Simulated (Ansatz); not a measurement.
# K on Ta(110): change of the work function, part 3 of 3

How does K on the hollow site change the work function of Ta(110) as the layer fills?

Ansatz 0.2.0; plane-wave DFT, PBE, Ansatz PAW.

So far, work function, upper face (eV): step 2 (the clean slab) 4.77; step 3 (37 atoms, coverage 0.111 ML, cell 3x3) 2.37.

### 4. The covered slab, k-mesh 6×6×1, coverage 0.25 ML

System of this step: KTa16 (K/Ta(110)). The cell holds 17 atoms: 16 Ta and 1 K. Cell: a = 5.733 Å, b = 5.733 Å, c = 28.430 Å, α = 90.0°, β = 90.0°, γ = 70.5°. Vacuum lies along c.

Another coverage, to see how the dipoles act on each other as their distance changes.

Contents of input.yaml:

```yaml
crystal:
  lattice:
    - [4.6810468914, -3.31, 0.0]
    - [4.6810468914, 3.31, 0.0]
    - [0.0, 0.0, 28.4295305823]
  atoms:
    - { symbol: Ta, position: [0.0, 0.0, 0.3165722337] }
    - { symbol: Ta, position: [0.25, 0.25, 0.3988994266] }
    - { symbol: Ta, position: [0.0, 0.0, 0.4813109758] }
    - { symbol: Ta, position: [0.25, 0.25, 0.5604312396] }
    - { symbol: Ta, position: [0.0, 0.5, 0.3165722337] }
    - { symbol: Ta, position: [0.25, 0.75, 0.3988994266] }
    - { symbol: Ta, position: [0.0, 0.5, 0.4813109758] }
    - { symbol: Ta, position: [0.25, 0.75, 0.5604312396] }
    - { symbol: Ta, position: [0.5, 0.0, 0.3165722337] }
    - { symbol: Ta, position: [0.75, 0.25, 0.3988994266] }
    - { symbol: Ta, position: [0.5, 0.0, 0.4813109758] }
    - { symbol: Ta, position: [0.75, 0.25, 0.5604312396] }
    - { symbol: Ta, position: [0.5, 0.5, 0.3165722337] }
    - { symbol: Ta, position: [0.75, 0.75, 0.3988994266] }
    - { symbol: Ta, position: [0.5, 0.5, 0.4813109758] }
    - { symbol: Ta, position: [0.75, 0.75, 0.5604312396] }
    - { symbol: K, position: [0.42, 0.42, 0.6834277663] }
kpoints:
  mp_grid: { grid: [6, 6, 1] }
hamiltonian:
  xc: pbe
scf:
  occupations: { method: fermi_dirac, width: 0.1 }
  convergence: { dr2_threshold: 1.0e-08 }
efield:
  axis: 3
  dipole_correction: true
  ramp_position: 0.97
  ramp_width: 0.06
relax:
  f_tol: 0.02
  max_steps: 60
  constraints: [{ sites: [0, 1, 4, 5, 8, 9, 12, 13] }]
output:
  dos: { projected: true, e_range: [-8, 4] }
  write_potential: true
  write_density: true
  volumetric_format: npy
  elf: true
```

The run is started by

```
$ ansatz run input.yaml --threads 4 --pin off --max-ram 16384MiB --backend cpu --events-out ev --progress --plain --runs-dir out
```

Numbers of over 12 decimals in the logs are rounded to 6 here.

Output:

```text
[...]
Crystal: 17 atoms, lattice volume = 880.989 Å³
Basis set: ecut = 420 eV, 17311 PW (Γ), exchange–correlation on 80×80×384 points (8 copies of the dense FFT grid, shifted against one another)
Bands: 131, of which v1, the nominal top of the filled ones, is band 109 counted from 1 (108 counted from 0)
Symmetry: 2 space group operations
[...]
k-points: 13 of 36 (time reversal used)
[...]
SCF iter   1: F=—  HF=-160446.088873 eV  |F-HF|=—  |Δ(HF+E_count)|=         —  Δρ=6.43e-3  dr2=1.82e1  ethr=1.77e-3  p=0.679 e·Å  D=1.39e-1 V/Å  ΔV_dip=-3.96 eV  dr2_dipole=1.37e1  V_vac-E_F(+/−)=1.12/5.09 eV  ⟨swp⟩=14.2  Hψ=9457  notcnv=0  defer=3
[...]
SCF iter  11: F=-160445.821464 eV  HF=-160445.821464 eV  |F-HF|=1.46e-9  |Δ(HF+E_count)|=   1.59e-8  Δρ=3.46e-7  dr2=4.75e-9  ethr=4.61e-12  p=0.522 e·Å  D=1.07e-1 V/Å  ΔV_dip=-3.05 eV  dr2_dipole=1.88e-9  V_vac-E_F(+/−)=1.73/4.78 eV  ⟨swp⟩=15.0  Hψ=12455  notcnv=0
SCF 1 converged in 11 iterations: F = -160445.821464 eV  dr2 = 4.75e-9
[...]
relax step   1: F+E_penalty+E_count = -160445.82146409 eV  Δ(F+E_penalty+E_count) = +0.000e0 eV  max|allowed force component| = 4.121e-1 eV/Å  Δτ_max = 0.0000 Å  (11 SCF iters, accepted)
[...]
SCF iter  11: F=-160445.827889 eV  HF=-160445.827889 eV  |F-HF|=4.95e-10  |Δ(HF+E_count)|=   6.90e-9  Δρ=3.10e-7  dr2=1.54e-9  ethr=4.61e-12  p=0.541 e·Å  D=1.11e-1 V/Å  ΔV_dip=-3.16 eV  dr2_dipole=2.66e-11  V_vac-E_F(+/−)=1.62/4.77 eV  ⟨swp⟩=10.5  Hψ=11173  notcnv=0
SCF 2 converged in 11 iterations: F = -160445.827889 eV  dr2 = 1.54e-9
relax step   2: F+E_penalty+E_count = -160445.82788941 eV  Δ(F+E_penalty+E_count) = -6.425e-3 eV  max|allowed force component| = 5.083e-1 eV/Å  Δτ_max = 0.1677 Å  (11 SCF iters, accepted)
[...]
SCF iter   9: F=-160445.900492 eV  HF=-160445.900492 eV  |F-HF|=5.33e-9  |Δ(HF+E_count)|=   8.27e-9  Δρ=4.60e-7  dr2=6.64e-9  ethr=4.61e-12  p=0.558 e·Å  D=1.15e-1 V/Å  ΔV_dip=-3.26 eV  dr2_dipole=4.07e-9  V_vac-E_F(+/−)=1.52/4.78 eV  ⟨swp⟩=14.2  Hψ=12833  notcnv=0
SCF 3 converged in 9 iterations: F = -160445.900492 eV  dr2 = 6.64e-9
relax step   3: F+E_penalty+E_count = -160445.90049211 eV  Δ(F+E_penalty+E_count) = -7.260e-2 eV  max|allowed force component| = 1.706e-1 eV/Å  Δτ_max = 0.1721 Å  (9 SCF iters, accepted)
[... from here on, the SCF cycles and remarks between the steps are left out ...]
relax step   4: F+E_penalty+E_count = -160445.90939396 eV  Δ(F+E_penalty+E_count) = -8.902e-3 eV  max|allowed force component| = 5.418e-2 eV/Å  Δτ_max = 0.1346 Å  (8 SCF iters, accepted)
relax step   5: F+E_penalty+E_count = -160445.91031052 eV  Δ(F+E_penalty+E_count) = -9.166e-4 eV  max|allowed force component| = 1.111e-2 eV/Å  Δτ_max = 0.0313 Å  (6 SCF iters, accepted)
relax step   6: F+E_penalty+E_count = -160445.91050340 eV  Δ(F+E_penalty+E_count) = -1.929e-4 eV  max|allowed force component| = 6.432e-3 eV/Å  Δτ_max = 0.0262 Å  (6 SCF iters, accepted)
relax step   7: F+E_penalty+E_count = -160445.91071640 eV  Δ(F+E_penalty+E_count) = -2.130e-4 eV  max|allowed force component| = 1.581e-2 eV/Å  Δτ_max = 0.0419 Å  (7 SCF iters, accepted)
relax step   8: F+E_penalty+E_count = -160445.91138472 eV  Δ(F+E_penalty+E_count) = -6.683e-4 eV  max|allowed force component| = 3.300e-2 eV/Å  Δτ_max = 0.1598 Å  (7 SCF iters, accepted)
relax step   9: F+E_penalty+E_count = -160445.91214480 eV  Δ(F+E_penalty+E_count) = -7.601e-4 eV  max|allowed force component| = 3.321e-2 eV/Å  Δτ_max = 0.1977 Å  (8 SCF iters, accepted)
relax step  10: F+E_penalty+E_count = -160445.91263542 eV  Δ(F+E_penalty+E_count) = -4.906e-4 eV  max|allowed force component| = 4.015e-2 eV/Å  Δτ_max = 0.1955 Å  (7 SCF iters, accepted)
SCF iter   1: F=—  HF=-160445.912859 eV  |F-HF|=—  |Δ(HF+E_count)|=         —  Δρ=3.45e-4  dr2=1.53e-3  ethr=1.04e-5  p=0.567 e·Å  D=1.17e-1 V/Å  ΔV_dip=-3.31 eV  dr2_dipole=5.84e-5  V_vac-E_F(+/−)=1.47/4.78 eV  ⟨swp⟩=6.3  Hψ=4332  notcnv=0  defer=2
[...]
SCF iter   7: F=-160445.913117 eV  HF=-160445.913117 eV  |F-HF|=1.16e-10  |Δ(HF+E_count)|=   3.55e-9  Δρ=3.18e-7  dr2=1.85e-9  ethr=4.61e-12  p=0.568 e·Å  D=1.17e-1 V/Å  ΔV_dip=-3.32 eV  dr2_dipole=3.03e-12  V_vac-E_F(+/−)=1.46/4.78 eV  ⟨swp⟩=13.2  Hψ=13159  notcnv=0
SCF 11 converged in 7 iterations: F = -160445.913117 eV  dr2 = 1.85e-9
relax step  11: F+E_penalty+E_count = -160445.91311681 eV  Δ(F+E_penalty+E_count) = -4.814e-4 eV  max|allowed force component| = 9.625e-3 eV/Å  Δτ_max = 0.0988 Å  (7 SCF iters, accepted)
[...]
SCF converged after 7 iterations
Free energy (F): -160445.913117 eV
[...]
Internal energy: -160445.158043 eV  (E = F + TS)
E sigma→0 (E₀):  -160445.535580 eV
Entropy (-TS):   -0.755073 eV (-44.416 meV/atom)
Fermi energy:    4.509008 eV
Dipole field:    D = 0.116656 V/Å  (p = 0.567959 e·Å, saw-weighted, corrected)
Work function:   Φ+ = 1.4621 eV   Φ− = 4.7786 eV
[...]
--- Forces (eV/Å), atoms counted from 1 ---
  atom   1  Ta     0.00039750     0.00000000     0.41157307
  atom   2  Ta    -0.00242497     0.00000000    -0.41705112
  atom   3  Ta    -0.00951411     0.00000000    -0.00016039
  atom   4  Ta     0.00517917     0.00000000     0.00333485
  atom   5  Ta    -0.00011933    -0.00019072     0.41829148
  atom   6  Ta    -0.00024533    -0.01353307    -0.42247608
  atom   7  Ta     0.00076369     0.00401384     0.00019898
  atom   8  Ta    -0.00564953    -0.00113833     0.00360740
  atom   9  Ta    -0.00011933     0.00019072     0.41829148
  atom  10  Ta    -0.00024533     0.01353307    -0.42247608
  atom  11  Ta     0.00076369    -0.00401384     0.00019898
  atom  12  Ta    -0.00564953     0.00113833     0.00360740
  atom  13  Ta    -0.00018899     0.00000000     0.43113359
  atom  14  Ta     0.00221715     0.00000000    -0.41720788
  atom  15  Ta     0.00962521     0.00000000    -0.00132000
  atom  16  Ta     0.00506224     0.00000000    -0.00226137
  atom  17  K      0.00015107     0.00000000    -0.00730651
  max |Σ_I F_I| component: 2.22e-5 eV/Å
--- Band table (eV; the first three rows and the last of 13) ---
  k-point 0: bands = [... 105 lower, 4.6532, 4.7011, 4.8923, 4.9079, 5.0467, 5.5526, 5.5660, 5.5885, ... 18 higher]
  k-point 1: bands = [... 105 lower, 4.4515, 4.5742, 4.8068, 4.8685, 5.0280, 5.1334, 5.1638, 5.2932, ... 18 higher]
  k-point 2: bands = [... 105 lower, 4.2412, 4.3260, 4.3328, 4.3461, 4.4536, 4.5029, 4.5817, 4.6493, ... 18 higher]
  k-point 12: bands = [... 105 lower, 4.4978, 4.6179, 4.6508, 4.6529, 4.6634, 4.6671, 4.7497, 4.8997, ... 18 higher]
--- Relaxed structure (11 steps of the walk, 11 accepted, 0 SCFs on fresh bases) ---
  F+E_penalty+E_count = -160445.91311681 eV   max|allowed force component| = 9.625e-3 eV/Å
  atoms:
    - { symbol: Ta, position: [0.0, 0.0, 0.3165722337] }
    - { symbol: Ta, position: [0.25, 0.25, 0.398899] }
    - { symbol: Ta, position: [8.362457030999832e-5, 8.362457030999832e-5, 0.480926] }
    - { symbol: Ta, position: [0.250369, 0.250369, 0.561957] }
    - { symbol: Ta, position: [0.0, 0.5, 0.3165722337] }
    - { symbol: Ta, position: [0.250000, 0.75, 0.398899] }
    - { symbol: Ta, position: [-7.287497714025815e-5, 0.500022, 0.481482] }
    - { symbol: Ta, position: [0.249272, 0.750897, 0.560857] }
    - { symbol: Ta, position: [0.5, 0.0, 0.3165722337] }
    - { symbol: Ta, position: [0.75, 0.250000, 0.398899] }
    - { symbol: Ta, position: [0.500022, -7.287497714025815e-5, 0.481482] }
    - { symbol: Ta, position: [0.750897, 0.249272, 0.560857] }
    - { symbol: Ta, position: [0.5, 0.5, 0.3165722337] }
    - { symbol: Ta, position: [0.75, 0.75, 0.398899] }
    - { symbol: Ta, position: [0.499921, 0.499921, 0.481211] }
    - { symbol: Ta, position: [0.749452, 0.749452, 0.562077] }
    - { symbol: K, position: [0.496517, 0.496517, 0.673104] }
```

It took 6.7 min on 4 threads of Arm Neoverse V2, shared host; peak memory 3.2 GiB; 26 min of CPU time.

Step by step:

| step | energy less that of the first step (eV) | largest force component (eV/Å) |
| --- | --- | --- |
| 1 | 0.0000 | 0.4121 |
| 2 | -0.0064 | 0.5083 |
| 3 | -0.0790 | 0.1706 |
| 4 | -0.0879 | 0.0542 |
| 5 | -0.0888 | 0.0111 |
| 6 | -0.0890 | 0.0064 |
| 7 | -0.0893 | 0.0158 |
| 8 | -0.0899 | 0.0330 |
| 9 | -0.0907 | 0.0332 |
| 10 | -0.0912 | 0.0401 |
| 11 | -0.0917 | 0.0096 |

The run keeps the 2 symmetry operations that it works with, so distortions that break them were not tested.

The atoms that moved most (Å):

| atom | dx | dy | dz | length |
| --- | --- | --- | --- | --- |
| K17 | 0.716 | 0.000 | -0.293 | 0.774 |
| Ta16 | -0.005 | 0.000 | 0.047 | 0.047 |
| Ta4 | 0.003 | 0.000 | 0.043 | 0.044 |
| Ta12 | 0.001 | -0.005 | 0.012 | 0.013 |
| Ta8 | 0.001 | 0.005 | 0.012 | 0.013 |
| Ta3 | 0.001 | 0.000 | -0.011 | 0.011 |

The relaxed structure:

```cif
data_structure
_symmetry_space_group_name_H-M 'P 1'
_symmetry_Int_Tables_number 1
_cell_length_a 5.7331
_cell_length_b 5.7331
_cell_length_c 28.4295
_cell_angle_alpha 90.000
_cell_angle_beta 90.000
_cell_angle_gamma 70.529
_cell_volume 880.99
loop_
_atom_site_label
_atom_site_type_symbol
_atom_site_fract_x
_atom_site_fract_y
_atom_site_fract_z
_atom_site_occupancy
Ta1 Ta 0.00000 0.00000 0.31657 1
Ta2 Ta 0.25000 0.25000 0.39890 1
Ta3 Ta 0.00008 0.00008 0.48093 1
Ta4 Ta 0.25037 0.25037 0.56196 1
Ta5 Ta 0.00000 0.50000 0.31657 1
Ta6 Ta 0.25000 0.75000 0.39890 1
Ta7 Ta 0.99993 0.50002 0.48148 1
Ta8 Ta 0.24927 0.75090 0.56086 1
Ta9 Ta 0.50000 0.00000 0.31657 1
Ta10 Ta 0.75000 0.25000 0.39890 1
Ta11 Ta 0.50002 0.99993 0.48148 1
Ta12 Ta 0.75090 0.24927 0.56086 1
Ta13 Ta 0.50000 0.50000 0.31657 1
Ta14 Ta 0.75000 0.75000 0.39890 1
Ta15 Ta 0.49992 0.49992 0.48121 1
Ta16 Ta 0.74945 0.74945 0.56208 1
K17 K 0.49652 0.49652 0.67310 1
```

This step gave:

```yaml
energy_at_zero_smearing: -160445.5356 eV
work_function_upper_face: 1.462 eV
work_function_lower_face: 4.779 eV
dipole_along_the_normal: 0.5680 e·Å
step_between_the_vacuum_levels: -3.317 eV
```

Running mean over 2.341 Å of the planar mean; the ramp of the sawtooth is left out. The electron's electrostatic potential energy less the Fermi level by z:

| z (Å) | electron's electrostatic potential energy less the Fermi level (eV) |
| --- | --- |
| 3.5 | 4.78 |
| 4.0 | 4.78 |
| 4.5 | 4.77 |
| 5.0 | 4.76 |
| 5.5 | 4.72 |
| 6.0 | 4.59 |
| 6.5 | 4.18 |
| 7.0 | 2.93 |
| 7.5 | -0.271 |
| 8.0 | -5.21 |
| 8.5 | -8.89 |
| 9.0 | -10.1 |
| 9.5 | -10.1 |
| 10.0 | -10.0 |
| 10.5 | -10.00 |
| 11.0 | -9.97 |
| 11.5 | -9.97 |
| 12.0 | -9.96 |
| 12.5 | -9.95 |
| 13.0 | -9.96 |
| 13.5 | -10.0 |
| 14.0 | -10.2 |
| 14.5 | -10.5 |
| 15.0 | -10.6 |
| 15.5 | -10.4 |
| 16.0 | -10.1 |
| 16.5 | -8.73 |
| 17.0 | -5.11 |
| 17.5 | -0.927 |
| 18.0 | 0.825 |
| 18.5 | 0.638 |
| 19.0 | 0.106 |
| 19.5 | -0.234 |
| 20.0 | -0.0768 |
| 20.5 | 0.536 |
| 21.0 | 1.06 |
| 21.5 | 1.27 |
| 22.0 | 1.36 |
| 22.5 | 1.40 |
| 23.0 | 1.43 |
| 23.5 | 1.44 |
| 24.0 | 1.45 |
| 24.5 | 1.46 |
| 25.0 | 1.46 |

The density of states has structure finer than the step of the table below, so its rows give means over 0.25 eV, whole bins alone (the curve runs from -8 to 1.89 eV). Peaks (eV: height): -1.530: 43.2, -1.230: 45.1, -1.050: 29.9, -0.750: 30.3, -0.270: 30.1, -0.090: 27.3, 0.360: 25.7.

Density of states against energy, zero at the Fermi level; means over each step:

| energy (eV) | density of states (states/eV a cell) |
| --- | --- |
| -7.75 | 0 |
| -7.50 | 0.161 |
| -7.25 | 0.890 |
| -7.00 | 0.857 |
| -6.75 | 0.946 |
| -6.50 | 0.941 |
| -6.25 | 1.68 |
| -6.00 | 2.29 |
| -5.75 | 2.34 |
| -5.50 | 2.52 |
| -5.25 | 1.48 |
| -5.00 | 3.27 |
| -4.75 | 4.74 |
| -4.50 | 4.18 |
| -4.25 | 6.86 |
| -4.00 | 9.79 |
| -3.75 | 11.6 |
| -3.50 | 9.26 |
| -3.25 | 14.7 |
| -3.00 | 18.2 |
| -2.75 | 15.3 |
| -2.50 | 10.7 |
| -2.25 | 10.3 |
| -2.00 | 7.55 |
| -1.75 | 5.94 |
| -1.50 | 33.4 |
| -1.25 | 32.6 |
| -1.00 | 25.3 |
| -0.75 | 25.6 |
| -0.50 | 23.2 |
| -0.25 | 26.1 |
| 0.00 | 23.8 |
| 0.25 | 18.8 |
| 0.50 | 11.6 |
| 0.75 | 14.7 |
| 1.00 | 14.3 |
| 1.25 | 11.6 |
| 1.50 | 12.1 |
| 1.75 | 13.8 |

Projected DOS per atom over height of the atomic layer and energy from the Fermi level. Layers: Ta4 Ta4 Ta4 Ta4 K from below.

Ten even steps from '_' (0.00 states/eV) to '@' (2.03 states/eV), each cell a mean:
```
==....==..
--::::==::
==::::====
++----++::
%%****##__
@@**++##__
%%##**@@--
##%%@@%%..
......::__
----::--__
==++++==__
--======__
::----::__
..::::..__
........__
__________
__________
__________
__________
__________
__________
__________
```
Columns: height of the atomic layer (Å) from 9 to 19.1 (not evenly spaced); rows upwards: energy from the Fermi level (eV) from -7.96 to 1.84.

Electrostatic potential energy in the ca plane at fractional y = 0.497, with atoms of Ta and K within 0.2 Å of it. With pseudopotentials it is smooth inside the atoms' cores, unlike the true potential.

Values in eV, 8 rows by 16 columns, each cell a mean:
```
-10   5   5 -17 -35  -1   5   7   8   8   7   7   7   7   7   7
  3   3   4   2  -3   5   2   6   8   6   6   6   7   7   7   7
  1   3   4  -2 -11   4   3   6   6  -4   0   5   6   7   7   7
-14   5   5 -22 -40  -2   5   7   2 -35 -17   5   6   7   7   7
-10   5   5 -17 -35  -1   5   7   3 -30 -14   5   6   7   7   7
  3   3   4   2  -3   5   2   6   6   0   2   6   7   7   7   7
  1   3   4  -2 -11   4   3   6   8   7   6   6   7   7   7   7
-14   5   5 -22 -40  -3   5   7   8   8   7   7   7   7   7   7
```
Columns run along c (16.0 Å, from fractional 0.34 to 0.90 of the cell; values clipped at the 3rd and 97th percentile), rows up along a (5.7 Å). Atoms in or near the plane, at fractional coordinates: Ta at (0.48, 0.00), Ta at (0.48, 0.50), K at (0.67, 0.50).

ELF in the ca plane at fractional y = 0.497, with atoms of Ta and K within 0.2 Å of it. It is the smooth field of the valence electrons, not physical close to the nuclei.

Ten even steps from '0' (0.00) to '9' (0.86), each cell a mean:
```
73464455257467345544566654221110000000000000
42554345325774245434566542100000000000000000
34543345532322454434455420000000000000000000
45543345653334554334455200110000000000000000
34543345532332454334553114665200000100000000
42553345336774244334552149999620001110000000
73454454257467345444661289899830000110000000
73465454257257345545661289789840000110000000
52454445337775245444662179999730000110000000
33543345423542344434553037997410001100000000
45543345643233554334454102443100000000000000
45543345643233554333455310000000000000000000
33543345423542344333455531000000000000000000
63454345337776245434566543210000000000000000
73465454257147346544566654321111000000000000
```
Columns run along c (16.0 Å, from fractional 0.34 to 0.90 of the cell), rows up along a (5.7 Å). Atoms in or near the plane, at fractional coordinates: Ta at (0.48, 0.00), Ta at (0.48, 0.50), K at (0.67, 0.50).

Valence density in the ca plane at fractional y = 0.497, with atoms of Ta and K within 0.2 Å of it. It is the smooth field of the valence electrons, not physical close to the nuclei.

Ten steps, logarithmic in the rise over the least value, from '0' (0.0 e/Å³) to '9' (4.3 e/Å³), each cell a mean:
```
85444344479998544433321100000000000000000000
64444444457886444443321100000000000000000000
44444444445554444443321100000000000000000000
44444444444444444444321111111000000000000000
44444444445654444444322123443100000000000000
64444444458986444443322246876310000000000000
86444344479998544433322368998520000000000000
96443334579999644333322369998520000000000000
75444444468997544433322358997420000000000000
54444444446775444443322235665210000000000000
44444444444444444444322112332100000000000000
44444444444444444444321111100000000000000000
54444444446775444443321100000000000000000000
85444444469998544433321100000000000000000000
96443334579999644333221100000000000000000000
```
Columns run along c (16.0 Å, from fractional 0.34 to 0.90 of the cell), rows up along a (5.7 Å). Atoms in or near the plane, at fractional coordinates: Ta at (0.48, 0.00), Ta at (0.48, 0.50), K at (0.67, 0.50).

The relaxation took 11 steps and lowered the energy by 0.092 eV; the largest force on the free atoms ends at 0.0096 eV/Å.

By hand: a sheet of dipoles makes a step −p/(ε₀A) in the electron's potential. With e/ε₀ = 180.95 V·Å, p = 0.5680 e·Å and A = 30.99 Å², that is −180.95 × (0.5680) / 30.99 = -3.316 eV, and the two vacuum levels of the run differ by -3.317 eV.

The covered face has 1.46 eV, -3.30 eV against the clean one; the bare back face has moved by -0.04 eV, a measure of how thin the slab is.

### 5. Work function against coverage

This step: plane-wave DFT, PBE, Ansatz PAW; work function against coverage (Ansatz 0.2.0).

The runs are now put side by side.

Numbers from this step:

```yaml
work_function_of_the_clean_face: 4.767 eV
largest_change_of_the_work_function: -3.305 eV
```

Table of work function of the covered face by coverage:

| coverage (adsorbates/nm²) | work function of the covered face (eV) |
| --- | --- |
| 0.00 | 4.77 |
| 1.43 | 2.37 |
| 3.23 | 1.46 |

The dipole per adsorbate comes from the change of the cell's dipole. Coverage, by row:

| coverage (1/nm²) | coverage (ML) | work function (eV) | change (eV) | dipole per adsorbate, positive end outwards (debye) | mean height of the added atoms over the highest substrate atom (Å) |
| --- | --- | --- | --- | --- | --- |
| 1.434 | 0.1111 | 2.368 | -2.399 | 4.412 | 3.202 |
| 3.227 | 0.25 | 1.462 | -3.305 | 2.686 | 3.156 |

### 6. Results

| Item | Value |
| --- | --- |
| work function of the clean face | 4.77 eV |
| work function at 0.11 ML | 2.37 eV |
| work function at 0.25 ML | 1.46 eV |
| dipole per adsorbate at 0.11 ML, positive end outwards | 4.41 D |

**Reading.** K lowers the work function of Ta(110) at the lowest coverage, by 2.40 eV: the adsorbate layer has its positive end outwards. The slab has 4 layers, at the tabulated experimental lattice constant, one starting site was run, and quantum-size effects of a slab this thin can reach one or two tenths of an eV.

[Logs are printed without paths, hosts, clocks, repeated set-up lines and the standing remarks that a program may print on its own settings, such as how far it seeks lower states.]

[Hosts, paths, dates, database ids (printed as entryN), source tags and the programs' standing remarks are cut or masked in the printed files.]

[Maps of the electrostatic potential energy from Ansatz leave out the sawtooth potential of an applied field or a dipole correction, so their vacuum need not be flat; planar profiles and work functions include it.]
